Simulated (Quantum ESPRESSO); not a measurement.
# Mo (Im-3m): electron-phonon coupling, part 2 of 3

How strong is the electron-phonon coupling in Mo (Im-3m)?

Quantum ESPRESSO 7.5; DFT LDA, scalar-relativistic, plane waves, PseudoDojo norm-conserving pseudopotentials.

So far. Step 2 (A first look): No gap opens on this mesh, so smearing is kept; the start stands at -8.3 GPa. Step 4 (Self-consistent run for the response): The cell stands at -0.02 GPa, close enough for phonons. The relaxed cell has a = 3.112 Å (conventional setting).

### Step 7. Linear response on the mesh

Linear response treats each wavevector in the unit cell, with no supercell; the 4×4×4 mesh fixes the range of the force constants to be had. The change of the potential is kept for the electron-phonon matrix elements.

File ph.in:

```
phonons
&inputph
   prefix = 'x'
   outdir = './tmp'
   fildyn = 'x.dyn'
   tr2_ph = 1.0d-18
   alpha_mix(1) = 0.4
   nmix_ph = 8
   ldisp = .true.
   nq1 = 4
   nq2 = 4
   nq3 = 4
   electron_phonon = 'interpolated'
   fildvscf = 'dvscf'
   el_ph_sigma = 0.005
   el_ph_nsigma = 10
/
```

The run is started by

```sh
OMP_NUM_THREADS=1 mpirun -n 4 ph.x -nk 4 -in ph.in > ph.out
```

Numbers of over 12 decimals in the logs are rounded to 6 here.

Output:

```text
[banners, grids, parts of the stress and lines that vanish by symmetry left out]
[banner, memory and clock lines left out]
Program PHONON v.7.5

     ./tmp/x.save/

     IMPORTANT: XC functional enforced from input :
     Exchange-correlation= PW
                           (   1   4   0   0   0   0   0)
     Any further DFT definition will be discarded
     Please, verify this is what you really want

     G-vector sticks info

     Reading collected, re-writing distributed wavefunctions in ./tmp/

     Dynamical matrices for ( 4, 4, 4)  uniform grid of q-points
     (   8 q-points):
       N         xq(1)         xq(2)         xq(3)
       1   0.000000000   0.000000000   0.000000000
       2   0.216506351   0.216506351   0.000000000
[...]
Number and degeneracy of irreps per q-point
       N         xq(1)         xq(2)         xq(3)   N irreps
       1   0.000000000   0.000000000   0.000000000       1
        3
       2   0.216506351   0.216506351   0.000000000       3
     No degeneracy
[...]
No degeneracy
[...]
No degeneracy
[...]
3
[...]
1   2
       7  -0.866025404  -0.216506351  -0.216506351       3
     No degeneracy
       8  -0.866025404  -0.866025404  -0.866025404       1
        3

     Saving dvscf to file. Distribute only q points, not irreducible representations.

     Calculation of q =    0.0000000   0.0000000   0.0000000

     phonons

     bravais-lattice index     =            0
     lattice parameter (alat)  =       5.0936  a.u.
     unit-cell volume          =     101.7287 (a.u.)^3
     number of atoms/cell      =            1
     number of atomic types    =            1
     kinetic-energy cut-off    =      80.0000  Ry
     charge density cut-off    =     320.0000  Ry
     convergence threshold     =      1.0E-18
     beta                      =       0.4000
     number of iterations used =            8
     Exchange-correlation= PW
                           (   1   4   0   0   0   0   0)

     celldm(1)=    5.09356  celldm(2)=    0.00000  celldm(3)=    0.00000
     celldm(4)=    0.00000  celldm(5)=    0.00000  celldm(6)=    0.00000

     crystal axes: (cart. coord. in units of alat)
               a(1) = ( -0.5774  0.5774  0.5774 )
               a(2) = (  0.5774 -0.5774  0.5774 )
               a(3) = (  0.5774  0.5774 -0.5774 )

     reciprocal axes: (cart. coord. in units 2 pi/alat)
               b(1) = ( -0.0000  0.8660  0.8660 )
               b(2) = (  0.8660 -0.0000  0.8660 )
               b(3) = (  0.8660  0.8660  0.0000 )

     Atoms inside the unit cell:

     Cartesian axes

     site n.  atom      mass           positions (alat units)
        1  Mo     95.9500   tau(    1) = (    0.00000    0.00000    0.00000  )

     Computing dynamical matrix for
                    q = (   0.0000000   0.0000000   0.0000000 )

     49 Sym.Ops. (with q -> -q+G )

     G cutoff =  210.2974  (   9909 G-vectors)     FFT grid: ( 30, 30, 30)

     number of k points=   145  Marzari-Vanderbilt smearing, width (Ry)=  0.0200

     PseudoPot. # 1 for Mo read from file:
     ./pseudo/Mo.upf
     Pseudo is Norm-conserving + core correction, Zval = 14.0

     Mode symmetry, O_h (m-3m)  point group:

     Atomic displacements:
     There are    1 irreducible representations

     Representation     1      3 modes -  To be done

     Alpha used in Ewald sum =   2.8000

     Representation #   1 modes #   1   2   3

     Self-consistent Calculation
      iter #   1   av.it.:   7.6
      thresh= 1.000E-02 alpha_mix =  0.400 |ddv_scf|^2 =  5.166E-06
      iter #   2   av.it.:  10.6
      thresh= 2.273E-04 alpha_mix =  0.400 |ddv_scf|^2 =  5.327E-07
[...]
End of self-consistent calculation

     Convergence has been achieved

     Number of q in the star =    1
     List of q in the star:
[...]
Diagonalizing the dynamical matrix

     q = (    0.000000000   0.000000000   0.000000000 )

 **************************************************************************
     freq (    1) =      -0.015590 [THz] =      -0.520013 [cm-1]
     freq (    2) =      -0.015590 [THz] =      -0.520013 [cm-1]
     freq (    3) =      -0.015590 [THz] =      -0.520013 [cm-1]
 **************************************************************************

     Mode symmetry, O_h (m-3m)  point group:

     freq (   1-   3) =         -0.5  [cm-1]   --> T_1u G_15  G_4- I
     Electron-phonon interaction  ...

     [... narrower broadenings left out ...]
     Gaussian Broadening:   0.020 Ry, ngauss=   0
     DOS =  4.407483 states/spin/Ry/Unit Cell at Ef= 22.013878 eV
     lambda(    1)=  0.0000   gamma=    0.01 GHz
     lambda(    2)=  0.0000   gamma=    0.01 GHz
     lambda(    3)=  0.0000   gamma=    0.01 GHz
     [... wider broadenings left out ...]

     Number of q in the star =    1
     List of q in the star:
[...]
Calculation of q =    0.2165064   0.2165064   0.0000000
     [... set-up and bands at k+q left out ...]

     Mode symmetry, C_2v (mm2)  point group:

     Atomic displacements:
     There are    3 irreducible representations

     Representation     1      1 modes -  To be done

[...]
Message from routine init_vloc:
     Interpolation table for Vloc re-allocated

     Alpha used in Ewald sum =   2.8000

     Representation #   1 mode #   1

     Self-consistent Calculation

[...]
[... iterations left out ...]
[...]
End of self-consistent calculation

     Convergence has been achieved

     Representation #   2 mode #   2

[...]
[... iterations left out ...]
[...]
Convergence has been achieved

[...]
Convergence has been achieved

[...]
Diagonalizing the dynamical matrix

     q = (    0.216506351   0.216506351   0.000000000 )

[...]
freq (    1) =       3.498990 [THz] =     116.713734 [cm-1]
     freq (    2) =       4.093287 [THz] =     136.537368 [cm-1]
     freq (    3) =       6.066578 [THz] =     202.359265 [cm-1]
[...]
Mode symmetry, C_2v (mm2)  point group:

     freq (   1-   1) =        116.7  [cm-1]   --> B_2  D_4  S_4
     freq (   2-   2) =        136.5  [cm-1]   --> B_1  D_3  S_3
     freq (   3-   3) =        202.4  [cm-1]   --> A_1  D_1  S_1
     Electron-phonon interaction  ...

     [... narrower broadenings left out ...]
     Gaussian Broadening:   0.020 Ry, ngauss=   0
     DOS =  4.407483 states/spin/Ry/Unit Cell at Ef= 22.013878 eV
     lambda(    1)=  0.1063   gamma=    5.48 GHz
     lambda(    2)=  0.0943   gamma=    6.65 GHz
     lambda(    3)=  0.1116   gamma=   17.29 GHz
     [... wider broadenings left out ...]

[...]
[... set-up and bands at k+q left out ...]

     Mode symmetry, D_2h (mmm)  point group:

[...]
Convergence has been achieved

[...]
Convergence has been achieved

[...]
Convergence has been achieved

[...]
q = (   -0.433012702  -0.433012702   0.000000000 )

[...]
freq (    1) =       4.658424 [THz] =     155.388311 [cm-1]
     freq (    2) =       6.027597 [THz] =     201.059009 [cm-1]
     freq (    3) =       8.258503 [THz] =     275.473994 [cm-1]
[...]
Mode symmetry, D_2h (mmm)  point group:

     freq (   1-   1) =        155.4  [cm-1]   --> B_1u
     freq (   2-   2) =        201.1  [cm-1]   --> B_2u
     freq (   3-   3) =        275.5  [cm-1]   --> B_3u
[...]
lambda(    1)=  0.7476   gamma=   68.28 GHz
     lambda(    2)=  0.0659   gamma=   10.07 GHz
     lambda(    3)=  0.1094   gamma=   31.40 GHz
[...]
Mode symmetry, C_s (m)     point group:

[...]
Convergence has been achieved

[...]
Convergence has been achieved

[...]
Convergence has been achieved

[...]
q = (    0.433012702   0.216506351   0.216506351 )

[...]
freq (    1) =       5.764449 [THz] =     192.281327 [cm-1]
     freq (    2) =       6.157572 [THz] =     205.394510 [cm-1]
     freq (    3) =       7.391555 [THz] =     246.555746 [cm-1]
[...]
Mode symmetry, C_s (m)     point group:

     freq (   1-   1) =        192.3  [cm-1]   --> A'
     freq (   2-   2) =        205.4  [cm-1]   --> A''
     freq (   3-   3) =        246.6  [cm-1]   --> A'
[...]
lambda(    1)=  0.1294   gamma=   18.09 GHz
     lambda(    2)=  0.0947   gamma=   15.11 GHz
     lambda(    3)=  0.0817   gamma=   18.80 GHz
[...]
Mode symmetry, T_d (-43m)  point group:

[...]
Representation #   1 modes #   1   2   3

[...]
Convergence has been achieved

[...]
q = (    0.433012702   0.433012702   0.433012702 )

[...]
freq (    1) =       6.429820 [THz] =     214.475711 [cm-1]
     freq (    2) =       6.429820 [THz] =     214.475711 [cm-1]
     freq (    3) =       6.429820 [THz] =     214.475711 [cm-1]
[...]
Mode symmetry, T_d (-43m)  point group:

     freq (   1-   3) =        214.5  [cm-1]   --> T_2  G_15 P_4
[...]
lambda(    1)=  0.2033   gamma=   35.38 GHz
     lambda(    2)=  0.2049   gamma=   35.65 GHz
     lambda(    3)=  0.2052   gamma=   35.71 GHz
[...]
Mode symmetry, C_4v (4mm)  point group:

[...]
Convergence has been achieved

     Representation #   2 modes #   2   3

[...]
Convergence has been achieved

[...]
q = (    0.000000000   0.000000000   0.433012702 )

[...]
freq (    1) =       4.474629 [THz] =     149.257564 [cm-1]
     freq (    2) =       4.474629 [THz] =     149.257564 [cm-1]
     freq (    3) =       7.340475 [THz] =     244.851874 [cm-1]
[...]
Mode symmetry, C_4v (4mm)  point group:

     freq (   1-   2) =        149.3  [cm-1]   --> E    G_5 D_5
     freq (   3-   3) =        244.9  [cm-1]   --> A_1  G_1 D_1
[...]
lambda(    1)=  0.2512   gamma=   21.17 GHz
     lambda(    2)=  0.2512   gamma=   21.17 GHz
     lambda(    3)=  0.1683   gamma=   38.17 GHz
[...]
Calculation of q =   -0.8660254  -0.2165064  -0.2165064
     [... set-up and bands at k+q left out ...]

     Mode symmetry, C_2v (mm2)  point group:

     Atomic displacements:
     There are    3 irreducible representations

[...]
Representation     3      1 modes -  To be done

     Alpha used in Ewald sum =   2.8000

[...]
Convergence has been achieved

     Representation #   2 mode #   2

[...]
Convergence has been achieved

     Representation #   3 mode #   3

     Self-consistent Calculation

[...]
[... iterations left out ...]
[...]
End of self-consistent calculation

     Convergence has been achieved

[...]
Diagonalizing the dynamical matrix

     q = (   -0.866025404  -0.216506351  -0.216506351 )

[...]
freq (    1) =       5.451762 [THz] =     181.851207 [cm-1]
     freq (    2) =       6.691613 [THz] =     223.208174 [cm-1]
     freq (    3) =       7.386235 [THz] =     246.378295 [cm-1]
[...]
Mode symmetry, C_2v (mm2)  point group:

     freq (   1-   1) =        181.9  [cm-1]   --> B_1  D_3  S_3
     freq (   2-   2) =        223.2  [cm-1]   --> A_1  D_1  S_1
     freq (   3-   3) =        246.4  [cm-1]   --> B_2  D_4  S_4
     Electron-phonon interaction  ...

     [... narrower broadenings left out ...]
     Gaussian Broadening:   0.020 Ry, ngauss=   0
     DOS =  4.407483 states/spin/Ry/Unit Cell at Ef= 22.013878 eV
     lambda(    1)=  0.4849   gamma=   60.65 GHz
     lambda(    2)=  0.2290   gamma=   43.16 GHz
     lambda(    3)=  0.1842   gamma=   42.29 GHz
     [... wider broadenings left out ...]

[...]
Calculation of q =   -0.8660254  -0.8660254  -0.8660254
     [... set-up and bands at k+q left out ...]

     Mode symmetry, O_h (m-3m)  point group:

     Atomic displacements:
     There are    1 irreducible representations

     Representation     1      3 modes -  To be done

     Message from routine init_vloc:
     Interpolation table for Vloc re-allocated

     Alpha used in Ewald sum =   2.8000

     Representation #   1 modes #   1   2   3

     Self-consistent Calculation

      iter #   1   av.it.:   8.3
      thresh= 1.000E-02 alpha_mix =  0.400 |ddv_scf|^2 =  3.176E-05

      [... iterations left out ...]
      iter #   9   av.it.:  11.8
      thresh= 7.506E-10 alpha_mix =  0.400 |ddv_scf|^2 =  2.899E-20

     End of self-consistent calculation

     Convergence has been achieved

     Number of q in the star =    1
     List of q in the star:
          1  -0.866025404  -0.866025404  -0.866025404

     Diagonalizing the dynamical matrix

     q = (   -0.866025404  -0.866025404  -0.866025404 )

 **************************************************************************
     freq (    1) =       5.719538 [THz] =     190.783267 [cm-1]
     freq (    2) =       5.719538 [THz] =     190.783267 [cm-1]
     freq (    3) =       5.719538 [THz] =     190.783267 [cm-1]
 **************************************************************************

     Mode symmetry, O_h (m-3m)  point group:

     freq (   1-   3) =        190.8  [cm-1]   --> T_1u G_15  G_4-
     Electron-phonon interaction  ...

     [... narrower broadenings left out ...]
     Gaussian Broadening:   0.020 Ry, ngauss=   0
     DOS =  4.407483 states/spin/Ry/Unit Cell at Ef= 22.013878 eV
     lambda(    1)=  0.9155   gamma=  126.05 GHz
     lambda(    2)=  0.9219   gamma=  126.93 GHz
     lambda(    3)=  0.9283   gamma=  127.81 GHz
     [... wider broadenings left out ...]

     Number of q in the star =    1
     List of q in the star:
          1  -0.866025404  -0.866025404  -0.866025404


[key lines of the parts left out:]
the Fermi energy is    22.0157 ev
```

Wall time 50 min (4 MPI ranks of Arm Neoverse V1, shared host).

Read from the output:

```yaml
largest_acoustic_frequency_at_the_zone_centre_before_the_sum_rule: -0.52 cm⁻¹
lowest_mode_on_the_q_mesh_acoustic_ones_at_the_zone_centre_apart: 116.7 cm⁻¹
```

Frequencies (cm⁻¹) at each irreducible wavevector; negative means imaginary. Frequencies by wavevector:

```csv
q (fractions),star,mode 1,mode 2,mode 3
0 0 0,1,-0.52,-0.52,-0.52
0 0 0.25,12,116.7,136.5,202.4
0 0 -0.5,6,155.4,201.1,275.5
0 0.25 0.25,24,192.3,205.4,246.6
0.25 0.25 0.25,2,214.5,214.5,214.5
0.25 0.25 -0.25,6,149.3,149.3,244.8
0.25 -0.5 -0.5,12,181.8,223.2,246.4
-0.5 -0.5 -0.5,1,190.8,190.8,190.8
```

Couplings of single modes at a Gaussian broadening of 0.02 Ry, as ph.x prints them; it sets λ to zero for modes under 20 cm⁻¹. Mode couplings:

```csv
q (fractions),mode,frequency (cm⁻¹),λ,linewidth γ (GHz)
0 0 0.25,1,116.7,0.1063,5.48
0 0 0.25,2,136.5,0.0943,6.65
0 0 0.25,3,202.4,0.1116,17.29
0 0 -0.5,1,155.4,0.7476,68.28
0 0 -0.5,2,201.1,0.0659,10.07
0 0 -0.5,3,275.5,0.1094,31.4
0 0.25 0.25,1,192.3,0.1294,18.09
0 0.25 0.25,2,205.4,0.0947,15.11
0 0.25 0.25,3,246.6,0.0817,18.8
0.25 0.25 0.25,1,214.5,0.2033,35.38
0.25 0.25 0.25,2,214.5,0.2049,35.65
0.25 0.25 0.25,3,214.5,0.2052,35.71
0.25 0.25 -0.25,1,149.3,0.2512,21.17
0.25 0.25 -0.25,2,149.3,0.2512,21.17
0.25 0.25 -0.25,3,244.8,0.1683,38.17
0.25 -0.5 -0.5,1,181.8,0.4849,60.65
0.25 -0.5 -0.5,2,223.2,0.229,43.16
0.25 -0.5 -0.5,3,246.4,0.1842,42.29
-0.5 -0.5 -0.5,1,190.8,0.9155,126
-0.5 -0.5 -0.5,2,190.8,0.9219,126.9
-0.5 -0.5 -0.5,3,190.8,0.9283,127.8
```

The acoustic modes at Γ come out as far as 0.5 cm⁻¹ from zero, where they should vanish, a small numerical error.

### Step 8. Force constants in real space

The dynamical matrices of the mesh are Fourier-transformed to force constants in real space.

File q2r.in:

```
&input
   fildyn = 'x.dyn'
   zasr = 'crystal'
   flfrc = 'x.fc'
   la2F = .true.
/
```

The run is started by

```sh
q2r.x < q2r.in > q2r.out
```

Output:

```text
[banners, grids, parts of the stress and lines that vanish by symmetry left out]
[banner, memory and clock lines left out]
Program Q2R v.7.5

  reading grid info from file x.dyn0

  reading force constants from file x.dyn1
  Dielectric Tensor not found
  nqs=            1
 q=   0.00000000  0.00000000  0.00000000
  reading force constants from file x.dyn2
  nqs=           12
 q=   0.21650635  0.21650635 -0.00000000
[...]
reading force constants from file x.dyn7
  nqs=           12
[...]
q=  -0.21650635  0.21650635  0.86602540
  reading force constants from file x.dyn8
  nqs=            1
 q=  -0.86602540 -0.86602540 -0.86602540

      q-space grid ok, #points =   64

      fft-check success (sum of imaginary terms < 10^-12)

   Preparing gamma for a2F

 Broadening =      0.005
      q-space grid ok, #points =   64

      fft-check success (sum of imaginary terms < 10^-12)

 Broadening =      0.010
[...]
Broadening =      0.045
      q-space grid ok, #points =   64

      fft-check success (sum of imaginary terms < 10^-12)

 Broadening =      0.050
      q-space grid ok, #points =   64

      fft-check success (sum of imaginary terms < 10^-12)
```

Wall time 0.48 s (1 thread).

### Step 9. Dispersion

From the force constants any wavevector is cheap; points of the mesh come back as solved, but for the sum rule and, in polar crystals, the LO-TO term at Γ; the rest is interpolation.

File matdyn.in:

```
&input
   asr = 'crystal'
   flfrc = 'x.fc'
   flfrq = 'x.freq'
   flvec = 'x.modes'
   q_in_band_form = .true.
   q_in_cryst_coord = .true.
/
8
  0.0000000   0.0000000   0.0000000  12  ! GAMMA
  0.5000000  -0.5000000   0.5000000  12  ! H
  0.0000000   0.0000000   0.5000000  12  ! N
  0.0000000   0.0000000   0.0000000  12  ! GAMMA
  0.2500000   0.2500000   0.2500000  12  ! P
  0.5000000  -0.5000000   0.5000000   1  ! H
  0.2500000   0.2500000   0.2500000  12  ! P
  0.0000000   0.0000000   0.5000000   1  ! N
```

The run is started by

```sh
matdyn.x -in matdyn.in > matdyn.out
```

Output:

```text
[banner, memory and clock lines left out]
Program MATDYN v.7.5

 mass for atomic type   1 not given; uses mass from file x.fc
 Norm of the difference between old and new effective charges:    0.000000

 Norm of the difference between old and new force-constants:   4.24353e-07

     Message from routine matdyn:
     Z* not found in file x.fc, TO-LO splitting at q=0 will be absent!
     Message from routine matdyn:
     Z* not found in file x.fc, TO-LO splitting at q=0 will be absent!

Note: The following floating-point exceptions are signalling: IEEE_UNDERFLOW_FLAG
```

The job ended after 0.46 s (1 thread).

Numbers from this step:

- lowest frequency on the path: 0 cm⁻¹
- mean frequency: 196.9 cm⁻¹
- Debye temperature (second moment): 375 K
- logarithmic mean frequency: 190.8 cm⁻¹

Matdyn.x, sum rule crystal. The phonon branches at the labelled points (cm⁻¹):

```csv
point,branch 1,branch 2,branch 3
Γ,0,0,0
halfway,149,149,245
H,191,191,191
halfway,182,223,246
N,155,201,276
halfway,117,136,202
Γ,0,0,0
halfway,168,168,211
P,214,214,214
halfway,214,235,235
H,191,191,191
jump to P,214,214,214
halfway,196,209,250
N,155,201,276
```

The phonon branches as a text plot (rows in cm⁻¹):

```
    270 |                  ****                                **
    258 |       **        *    *                              *
    247 |      *  *      *      *                            *
    235 |               *                          ***
    224 |     *    *    ***                 **** **   **    *
    212 |              *   **              * ************  ****
    201 |           * **     **  *                      **   * **
    189 |    *    *******      *          * *             *   *
    178 |        *       *        *
    166 |       *         **    *        * *                   *
    155 |   *  *            ***                                 *
    143 |                      **  *      *
    132 |     *                  *      *
    121 |                        **      *
    109 |  * *
     98 |                         **
     86 |   *                      *   **
     75 |                           *
     63 |  *                           *
     52 | *                         *
     40 |                           **
     29 | *                          *
     17 |                            *
      6 |*                            *
         Γ           H       N        Γ         P        H|P    N
```

Lowest modes at the softest wavevector of the mesh; phase exp(i q.(R + tau)). Modes at q = (0.000, 0.250, 0.000):

```csv
mode,frequency (cm⁻¹)
1,116.7
2,136.5
3,202.3
```

Displacements in mode 1 (116.7 cm⁻¹), the largest set to 1, in the home cell:
```
Mo1 0.00 1.00 0.00
```

Displacements in mode 3 (202.3 cm⁻¹), the largest set to 1, in the home cell:
```
Mo1 1.00 0.00 1.00
```

Force constants by pair (phonopy on the run's constants); pairs near half the supercell's span include their periodic images. Pair force constants, by row:

```csv
atom,neighbour,distance (Å),third of the trace (eV/Å²),along the pair's line (eV/Å²)
Mo1,itself,0,14.36,–
Mo1,Mo,2.695,-0.9767,-2.296
Mo1,Mo,3.112,-0.9024,-2.962
Mo1,Mo,4.402,-0.1925,-0.3213
Mo1,Mo,5.161,0.058,0.1183
Mo1,Mo,5.391,0.0898,-0.2103
Mo1,Mo,6.225,-0.2423,-0.4867
Mo1,Mo,6.959,0.0251,0.0347
```

Harmonic mean-square displacement, third of the trace. Mean-square displacements:

```csv
T (K),Mo1 U_eq (Å²)
0,9.60e-4
100,0.00122
300,0.00269
600,0.00516
```

Mode patterns, pair constants, displacements and means over the zone were worked out by phonopy from the force constants of q2r.x.

All branches are real along the path.

[end of part 2 of 3]

[Host names and launcher messages were left out of these logs when they were recorded.]

[Logs are printed without paths, hosts, clocks, repeated set-up lines and the standing remarks that a program may print on its own settings, such as how far it seeks lower states.]

[Hosts, paths, dates, database ids (printed as entryN), source tags and the programs' standing remarks are cut or masked in the printed files.]
